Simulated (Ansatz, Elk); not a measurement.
# Be3Ga: X-ray structure factors from the self-consistent density

Structure refinements treat a crystal as free atoms side by side. For a made-up structure of Be3Ga (cell and positions from a PBEsol relaxation) the runs below show what the calculated density changes in F(hkl).

Calculated with Elk 11.2.3 (patched build); DFT, PBE, all-electron APW+lo, Dirac cores, scalar-relativistic bands, static density, no spin.

The structure was built from a prototype and need not be the compound's stable phase.

## (1) The starting structure

The structure is cubic, space group Pm-3m (No. 221). Conventional cell: a = 3.446 Å, b = 3.446 Å, c = 3.446 Å, α = 90.00°, β = 90.00°, γ = 90.00°. Nearest to Ga lie 12 Be at 2.44 Å. Nearest to Be lie 4 Ga at 2.44 Å and 8 Be at 2.44 Å. Farther neighbours are not listed.

## (2) Ground state and structure factors

An all-electron density is needed, since X-rays see the cores too. Task 0 finds the density and task 195 Fourier-transforms it; tshift is off so that phases refer to the origin typed.

elk.in reads:

```
tasks
  0
  195

xctype
  20

spinpol
  .false.

rgkmax
  7.0

gmaxvr
  14.0

lmaxo
  7

lmaxapw
  8

swidth
  0.002

tshift
  .false.

ramdisk
  .false.

hmaxvr
  5.5

maxscl
  120

epspot
  1e-06

sppath
  './'

avec
  6.51135358412 0.00000000000 0.00000000000
  -0.00000000000 6.51135358412 0.00000000000
  0.00000000000 0.00000000000 6.51135358412

atoms
  2
  'Ga.in'
  1
  -0.0000000000 0.0000000000 -0.0000000000   0.000000 0.000000 0.000000
  'Be.in'
  3
  0.5000000000 0.5000000000 0.0000000000   0.000000 0.000000 0.000000
  0.5000000000 0.0000000000 0.5000000000   0.000000 0.000000 0.000000
  0.0000000000 0.5000000000 0.5000000000   0.000000 0.000000 0.000000

ngridk
  7 7 7
```

Command:

```
OMP_NUM_THREADS=4 elk
```

Numbers of over 12 decimals in the logs are rounded to 6 here.

Output:

```text
┌─────────────────────────┐
│ Elk code version 11.2.3 │
└─────────────────────────┘

All units are atomic (Hartree, Bohr, etc.)

┌─────────────────────────────────────────────────┐
│ Ground-state run starting from atomic densities │
└─────────────────────────────────────────────────┘

Lattice vectors :
   6.511353584       0.000000000       0.000000000
  -0.000000000       6.511353584       0.000000000
   0.000000000       0.000000000       6.511353584

Reciprocal lattice vectors :
  0.9649583955       0.000000000      -0.000000000
   0.000000000      0.9649583955       0.000000000
   0.000000000      -0.000000000      0.9649583955

Unit cell volume      :    276.0665819
Brillouin zone volume :   0.8985159006

Muffin-tin inner radius fraction :   0.1000000000E-01

Nuclei treated as point charges

Species : 1 (Ga)
 parameters loaded from : Ga.in
 name : gallium
 nuclear charge    :   -31.00000000
 electronic charge :    31.00000000
 atomic mass :    127097.2539
 muffin-tin radius :    2.400000000
 number of radial points in muffin-tin :    993
 inner part over the whole radius :   0.9952882137E-02
 number on inner part of muffin-tin    :    702
 approximate nuclear radius :   0.7562051033E-04
 number of mesh points to nuclear radius :    339
 atomic positions (lattice), magnetic fields (Cartesian) :
  1 :   0.00000000  0.00000000  0.00000000    0.00000000  0.00000000  0.00000000

Species : 2 (Be)
 parameters loaded from : Be.in
 name : beryllium
 nuclear charge    :   -4.000000000
 electronic charge :    4.000000000
 atomic mass :    16428.20280
 muffin-tin radius :    1.800000000
 number of radial points in muffin-tin :    593
 inner part over the whole radius :   0.9826427374E-02
 number on inner part of muffin-tin    :    403
 approximate nuclear radius :   0.4290726161E-04
 number of mesh points to nuclear radius :    156
 atomic positions (lattice), magnetic fields (Cartesian) :
  1 :   0.50000000  0.50000000  0.00000000    0.00000000  0.00000000  0.00000000
  2 :   0.50000000  0.00000000  0.50000000    0.00000000  0.00000000  0.00000000
  3 :   0.00000000  0.50000000  0.50000000    0.00000000  0.00000000  0.00000000

Total number of atoms per unit cell :    4
Total muffin-tin volume :    131.1929092
 ratio of muffin-tin to unit cell volume :   0.4752219857

Spin treatment :
 spin-unpolarised

Number of Bravais lattice symmetries :   48
Number of crystal symmetries         :   48
Crystal has inversion symmetry
Real symmetric eigensolver will be used

k-point grid :      7     7     7
k-point offset :    0.000000000       0.000000000       0.000000000
k-point set is reduced with full crystal symmetry group
Total number of k-points :       20

Muffin-tin radius times maximum |G+k| :    7.000000000
 using average radius
Maximum |G+k| for APW functions       :    3.589743590
Maximum (1/2)|G+k|²                   :    6.443129520
Maximum |G| for potential and density :    14.00000000
Constant for pseudocharge density :    8
 order of it for each species :   15  15
 order of it for pair densities of each species (exact exchange by exxq0 0: 16) :   15   8
Radial integration step length :    1

G-vector grid sizes :     30    30    30
Number of G-vectors :    12893

Maximum angular momentum used for
 APW functions            :    8
 outer part of muffin-tin :    7
 inner part of muffin-tin :    2

Total nuclear charge    :   -43.00000000
Total core charge       :    24.00000000
Total valence charge    :    19.00000000
Total excess charge     :    0.000000000
Total electronic charge :    43.00000000

Effective Wigner radius, rₛ :    1.152972435

Number of empty states         :     16
Total number of valence states :     26
Total number of core states    :     24

Third-order local-orbitals added for an l without core states : T
Total number of local-orbitals :     40

Exchange-correlation functional :     20     0     0
 Perdew-Burke-Ernzerhof, Phys. Rev. Lett. 77, 3865 (1996)
 gradient requirement :    1
[...]
correlation                 :     -1.930232
 electron entropic           :    -0.46450352980366E-03
 total energy                :     -1989.6094767943

Density of states at Fermi energy :    33.79357876
 (states/Hartree/unit cell)

Estimated indirect band gap :   0.8227093905E-02
 from k-point 18 to k-point 7
Estimated direct band gap   :   0.1501620905E-01
 at k-point 7

Charges :
 core                        :    24.00000000
 valence                     :    19.00000000
 interstitial                :    4.764243636
 muffin-tins (core leakage)
  species : 1 (Ga)
   atom 1                    :    29.81779256     (  0.8367886878E-03)
  species : 2 (Be)
   atom 1                    :    2.805987934     (  0.1158634536E-02)
[...]
total in muffin-tins        :    38.23575636
 total calculated charge     :    42.99556184
 total charge                :    43.00000000
 error                       :   0.4438162443E-02

RMS change in Kohn-Sham potential (target) :    7.351077633     (  0.1000000000E-05)
Absolute change in total energy (target)   :   0.9151959156     (  0.1000000000E-03)

[... loops 3 to 13 left out ...]

┌──────────────────┐
│ Loop number : 14 │
└──────────────────┘

Energies :
 Fermi                       :     0.280226
 sum of occupied eigenvalues :     -1134.0700798496
 electron kinetic            :      2026.6662864622
 core electron kinetic       :      1888.6251950881
 Coulomb                     :     -3930.6200260209
 Coulomb potential           :     -3051.0965292461
 nuclear-nuclear             :     -257.40817210968
 electron-nuclear            :     -4300.5890557190
 Hartree                     :      627.37720180777
 Madelung                    :     -2405.0717613978
 xc potential                :     -109.63983706563
 exchange                    :     -82.501927361550
 correlation                 :     -1.931850
 electron entropic           :    -0.57931117532793E-03
 total energy                :     -1988.3880965098

Density of states at Fermi energy :    44.02458841
 (states/Hartree/unit cell)

Estimated indirect band gap :   0.4672213463E-02
 from k-point 18 to k-point 7
Estimated direct band gap   :   0.1449767986E-01
 at k-point 7

Charges :
 core                        :    24.00000000
 valence                     :    19.00000000
 interstitial                :    4.672890315
 muffin-tins (core leakage)
  species : 1 (Ga)
[...]
species : 2 (Be)
[...]
total in muffin-tins        :    38.32710968
 total calculated charge     :    42.99569677
 total charge                :    43.00000000
 error                       :   0.4303232797E-02

RMS change in Kohn-Sham potential (target) :   0.6903776586E-06 (  0.1000000000E-05)
Absolute change in total energy (target)   :   0.3622960094E-05 (  0.1000000000E-03)

Convergence targets achieved

┌──────────────────┐
│ Loop number : 15 │
└──────────────────┘

Energies :
 Fermi                       :     0.280226
 sum of occupied eigenvalues :     -1134.0700803842
 electron kinetic            :      2026.6662877381
 core electron kinetic       :      1888.6251960196
 Coulomb                     :     -3930.6200277237
 Coulomb potential           :     -3051.0965303062
 nuclear-nuclear             :     -257.40817210968
 electron-nuclear            :     -4300.5890580567
 Hartree                     :      627.37720244272
 Madelung                    :     -2405.0717625706
 xc potential                :     -109.63983781612
 exchange                    :     -82.501927395985
 correlation                 :     -1.931850
 electron entropic           :    -0.57931122635229E-03
 total energy                :     -1988.3880969704

Density of states at Fermi energy :    44.02459481
 (states/Hartree/unit cell)

Estimated indirect band gap :   0.4672210167E-02
 from k-point 18 to k-point 7
Estimated direct band gap   :   0.1449767766E-01
 at k-point 7

Charges :
 core                        :    24.00000000
 valence                     :    19.00000000
 interstitial                :    4.672890291
 muffin-tins (core leakage)
  species : 1 (Ga)
[...]
species : 2 (Be)
   atom 1                    :    2.777310007     (  0.1137780948E-02)
   atom 2                    :    2.777310007     (  0.1137780948E-02)
   atom 3                    :    2.777310007     (  0.1137780948E-02)
 total in muffin-tins        :    38.32710971
 total calculated charge     :    42.99569677
 total charge                :    43.00000000
 error                       :   0.4303232741E-02

┌──────────────────────────────┐
│ Self-consistent loop stopped │
└──────────────────────────────┘

Warning : core states of species 1 leak from the muffin-tin :   0.7752085078E-03

Warning : core states of species 2 leak from the muffin-tin :   0.1137780948E-02

Wrote STATE.OUT
```

Wall time 8.6 s (4 threads of Arm Neoverse V1, shared host); peak memory 0.16 GiB; 20 s of CPU time.

SFACRHO.OUT:

```text

h k l indices transformed by vhmat matrix:
   1.000000000       0.000000000       0.000000000    
   0.000000000       1.000000000       0.000000000    
   0.000000000       0.000000000       1.000000000    

      h      k      l  multipl.   |H|            Re(F)            Im(F)           |F|

      0      0      0      1   0.0000000       42.999999     -0.93359971E-17   42.999999    
     -1      0      0      6  0.96495840       24.348240     -0.48276982E-15   24.348240    
      0     -1      1     12   1.3646573       22.555756     -0.38904342E-16   22.555756    
     -1     -1      1      8   1.6713570       28.444741      0.35401580E-15   28.444741    
     -2      0      0      6   1.9299168       26.663481      0.82934312E-15   26.663481    
      1      0      2     24   2.1577126       18.889303      0.40785955E-15   18.889303    
      1      1      2     24   2.3636557       17.982440      0.79173093E-15   17.982440    
      0     -2      2     12   2.7293145       22.406012     -0.11285595E-15   22.406012    
     -1     -2      2     24   2.8948752       15.713185     -0.47375881E-15   15.713185    
      0     -3      0      6   2.8948752       15.713475     -0.10401634E-14   15.713475    
     -3      0      1     24   3.0514664       15.083585      0.51572003E-17   15.083585    
     -3     -1     -1     24   3.2004049       20.031325      0.16972239E-14   20.031325    
      2     -2      2      8   3.3427139       19.364077     -0.85227232E-15   19.364077    
      2      3      0     24   3.4792070       13.488401      0.96872175E-15   13.488401    
     -1      2      3     48   3.6105437       13.036338      0.62467255E-15   13.036338    
      0      4      0      6   3.8598336       17.062590     -0.11654985E-14   17.062590    
     -2      2      3     24   3.9786254       11.867683      0.93868000E-15   11.867683    
      4      0      1     24   3.9786254       11.869678      0.29082687E-15   11.869678
```

Elk indexes on the primitive cell of elk.in and gives |H| = 4π sin θ/λ in inverse bohr. Below, one row stands for each form hkl of the conventional cell (m members, Friedel mates merged), F is for one primitive cell and the density is static (no thermal factor). Free-atom factors are Waasmaier and Kirfel's, and R is Σm||F|−|F'||/Σm|F|.

| hkl | m | sin θ/λ (Å⁻¹) | abs F, DFT | neutral atoms | diff. |
| --- | --- | --- | --- | --- | --- |
| 100 | 6 | 0.145 | 24.348 | 24.441 | -0.093 |
| 110 | 12 | 0.205 | 22.556 | 22.715 | -0.159 |
| 111 | 8 | 0.251 | 28.445 | 28.612 | -0.167 |
| 200 | 6 | 0.290 | 26.663 | 26.967 | -0.304 |
| 210 | 24 | 0.325 | 18.889 | 19.036 | -0.146 |
| 211 | 24 | 0.355 | 17.982 | 18.077 | -0.095 |
| 220 | 12 | 0.410 | 22.406 | 22.461 | -0.055 |
| 221 | 24 | 0.435 | 15.713 | 15.742 | -0.029 |
| 300 | 6 | 0.435 | 15.713 | 15.742 | -0.029 |
| 310 | 24 | 0.459 | 15.084 | 15.104 | -0.021 |
| 311 | 24 | 0.481 | 20.031 | 20.085 | -0.053 |
| 222 | 8 | 0.503 | 19.364 | 19.409 | -0.045 |
| 320 | 24 | 0.523 | 13.488 | 13.492 | -0.004 |
| 321 | 48 | 0.543 | 13.036 | 13.036 | +0.000 |

## (3) The highest occupied states alone

An energy window below the Fermi level keeps the highest occupied states, to see at which angles they scatter; shallow core shells can lie inside it and anion s states outside. No new self-consistency is needed.

Edit elk.in of step 2 so:

```diff
@@ -1,3 +1,2 @@
 tasks
-  0
   195
@@ -40,2 +39,5 @@
 
+wsfac
+  -0.160770 0.580230
+
 sppath
```

Command:

```
OMP_NUM_THREADS=4 elk
```

Output:

```text
┌─────────────────────────────────┐
│ Elk code version 11.2.3 started │
└─────────────────────────────────┘

Info(readinput): the functional depends on the density's gradient
 muffin-tin radial points multiplied by    2.00000
 (not where nrmtscf is given)

┌────────────────────┐
│ Current task : 195 │
└────────────────────┘

Info(sfacrho): density structure factors written to SFACRHO.OUT

 Energy window :  -0.1607700000      0.5802300000

┌──────────────────┐
│ Elk code stopped │
└──────────────────┘
```

Elapsed: 3.2 s, on 4 threads; peak memory 0.16 GiB; 3.8 s of CPU time.

States within 12 eV below the Fermi level hold 8.99 electrons; any levels below the window count with the cores. Their amplitudes can exceed the total, where window and core parts have opposite phase:

| hkl | sin θ/λ (Å⁻¹) | abs F, window | abs F, all |
| --- | --- | --- | --- |
| 100 | 0.145 | 0.256 | 24.348 |
| 110 | 0.205 | 0.046 | 22.556 |
| 111 | 0.251 | 0.116 | 28.445 |
| 200 | 0.290 | 0.226 | 26.663 |
| 210 | 0.325 | 0.016 | 18.889 |
| 211 | 0.355 | 0.017 | 17.982 |
| 220 | 0.410 | 0.018 | 22.406 |
| 221 | 0.435 | 0.059 | 15.713 |
| 300 | 0.435 | 0.059 | 15.713 |
| 310 | 0.459 | 0.066 | 15.084 |

## (4) Another functional

The difference from free atoms is small, so it is set against the change that LDA (Perdew-Wang) makes.

Edit elk.in of step 3 so:

```diff
@@ -1,2 +1,3 @@
 tasks
+  0
   195
@@ -4,3 +5,3 @@
 xctype
-  20
+  3
 
@@ -39,5 +40,2 @@
 
-wsfac
-  -0.160770 0.580230
-
 sppath
```

Command:

```
OMP_NUM_THREADS=4 elk
```

Output:

```text
┌─────────────────────────┐
│ Elk code version 11.2.3 │
└─────────────────────────┘

All units are atomic (Hartree, Bohr, etc.)

┌─────────────────────────────────────────────────┐
│ Ground-state run starting from atomic densities │
└─────────────────────────────────────────────────┘

Lattice vectors :
   6.511353584       0.000000000       0.000000000
  -0.000000000       6.511353584       0.000000000
   0.000000000       0.000000000       6.511353584

Reciprocal lattice vectors :
  0.9649583955       0.000000000      -0.000000000
[...]
species : 2 (Be)
[...]
atom 2                    :    2.779732429     (  0.1237964952E-02)
   atom 3                    :    2.779732429     (  0.1237964952E-02)
 total in muffin-tins        :    38.37394488
 total calculated charge     :    42.99536658
 total charge                :    43.00000000
 error                       :   0.4633417020E-02

┌──────────────────────────────┐
│ Self-consistent loop stopped │
└──────────────────────────────┘

Warning : core states of species 1 leak from the muffin-tin :   0.7959099707E-03

Warning : core states of species 2 leak from the muffin-tin :   0.1237964952E-02

Wrote STATE.OUT
[key lines of the parts left out:]
total energy                :     -1985.1040126963
```

Run time: 5.3 s. Hardware: 4 threads; peak memory 0.16 GiB.

Against the first run R = 0.13 %; the largest change is -0.044 at 311.

## (5) Basis size

The basis and the expansions that go with it are enlarged, to see whether the differences are converged.

Edit elk.in of step 4 so:

```diff
@@ -5,3 +5,3 @@
 xctype
-  3
+  20
 
@@ -11,12 +11,12 @@
 rgkmax
-  7.0
+  8.5
 
 gmaxvr
-  14.0
+  18.0
 
 lmaxo
-  7
+  9
 
 lmaxapw
-  8
+  10
```

Command:

```
OMP_NUM_THREADS=4 elk
```

Output:

```text
┌─────────────────────────┐
│ Elk code version 11.2.3 │
└─────────────────────────┘

All units are atomic (Hartree, Bohr, etc.)

┌─────────────────────────────────────────────────┐
│ Ground-state run starting from atomic densities │
└─────────────────────────────────────────────────┘

Lattice vectors :
   6.511353584       0.000000000       0.000000000
  -0.000000000       6.511353584       0.000000000
   0.000000000       0.000000000       6.511353584

Reciprocal lattice vectors :
  0.9649583955       0.000000000      -0.000000000
[...]
species : 2 (Be)
[...]
atom 2                    :    2.777587572     (  0.1137858347E-02)
   atom 3                    :    2.777587572     (  0.1137858347E-02)
 total in muffin-tins        :    38.32857505
 total calculated charge     :    42.99581728
 total charge                :    43.00000000
 error                       :   0.4182717766E-02

┌──────────────────────────────┐
│ Self-consistent loop stopped │
└──────────────────────────────┘

Warning : core states of species 1 leak from the muffin-tin :   0.7751715286E-03

Warning : core states of species 2 leak from the muffin-tin :   0.1137858347E-02

Wrote STATE.OUT
[key lines of the parts left out:]
total energy                :     -1988.3887394514
```

Run time: 21 s. Hardware: 4 threads; peak memory 0.18 GiB; 50 s of CPU time.

Against the first run R = 0.00 %; the largest change is -0.001 at 400.

## (6) Basis size

A smaller basis shows how fast F responds to it; the change is likely larger than the basis error of the first run, but doesn't show convergence.

Edit elk.in of step 5 so:

```diff
@@ -11,12 +11,12 @@
 rgkmax
-  8.5
+  5.5
 
 gmaxvr
-  18.0
+  14.0
 
 lmaxo
-  9
+  7
 
 lmaxapw
-  10
+  8
```

Command:

```
OMP_NUM_THREADS=4 elk
```

Output:

```text
┌─────────────────────────┐
│ Elk code version 11.2.3 │
└─────────────────────────┘

All units are atomic (Hartree, Bohr, etc.)

┌─────────────────────────────────────────────────┐
│ Ground-state run starting from atomic densities │
└─────────────────────────────────────────────────┘

Lattice vectors :
   6.511353584       0.000000000       0.000000000
  -0.000000000       6.511353584       0.000000000
   0.000000000       0.000000000       6.511353584

Reciprocal lattice vectors :
  0.9649583955       0.000000000      -0.000000000
[...]
species : 2 (Be)
[...]
atom 2                    :    2.774741684     (  0.1137052668E-02)
   atom 3                    :    2.774741684     (  0.1137052668E-02)
 total in muffin-tins        :    38.31513095
 total calculated charge     :    42.99566169
 total charge                :    43.00000000
 error                       :   0.4338311040E-02

┌──────────────────────────────┐
│ Self-consistent loop stopped │
└──────────────────────────────┘

Warning : core states of species 1 leak from the muffin-tin :   0.7765814138E-03

Warning : core states of species 2 leak from the muffin-tin :   0.1137052668E-02

Wrote STATE.OUT
[key lines of the parts left out:]
total energy                :     -1988.3798677638
```

Run time: 7.6 s. Hardware: 4 threads; peak memory 0.16 GiB; 16 s of CPU time.

Against the first run R = 0.01 %; the largest change is +0.006 at 311.

## (7) Settings against the effect

| run | R against the first run (%) | R against neutral atoms, low angle (%) | wall time |
| --- | --- | --- | --- |
| PBE, rgkmax 7 | 0.00 | 0.70 | 8.6 s |
| LDA (Perdew-Wang) | 0.13 | 0.69 | 5.3 s |
| rgkmax 8.5 with larger expansions | 0.00 | 0.70 | 21 s |
| rgkmax 5.5 | 0.01 | 0.70 | 7.6 s |

## (8) Summary of results

| Quantity | Value |
| --- | --- |
| R against neutral atoms, sin θ/λ < 0.3 Å⁻¹ | 0.70 % |
| R against neutral atoms, 0.3 to 0.82 Å⁻¹ | 0.36 % |

What this shows: Independent neutral atoms miss the calculated amplitudes by R = 0.70 % below 0.3 Å⁻¹ and 0.36 % from there to 0.82 Å⁻¹; by shells, 0.38 % below 0.15 Å⁻¹ (1 form), 0.77 % 0.15 to 0.3 (3 forms), 0.45 % 0.3 to 0.45 (5 forms), 0.34 % above 0.45 (25 forms). Bonding, aspherical density and the tables' own atoms all enter these figures, and the runs don't part them. The largest change of an amplitude is -0.30 electrons, at 200. The window's part falls from 9.0 electrons at the origin to at most 0.11 between 0.45 and 0.82 Å⁻¹. Below 0.3 Å⁻¹ the changes that finished (LDA (Perdew-Wang), rgkmax 8.5 with larger expansions and rgkmax 5.5) move F by R = 0.04 % at most, against the 0.70 % that separates it from free atoms. The k-mesh has no finished test. Part of the difference isn't bonding: the tables are fits to free atoms and ions calculated by other methods than this functional. Thermal motion, anomalous dispersion and extinction are left out.

[Logs are printed without paths, hosts, clocks, repeated set-up lines and the standing remarks that a program may print on its own settings, such as how far it seeks lower states.]

[Hosts, paths, dates, database ids (printed as entryN), source tags and the programs' standing remarks are cut or masked in the printed files.]
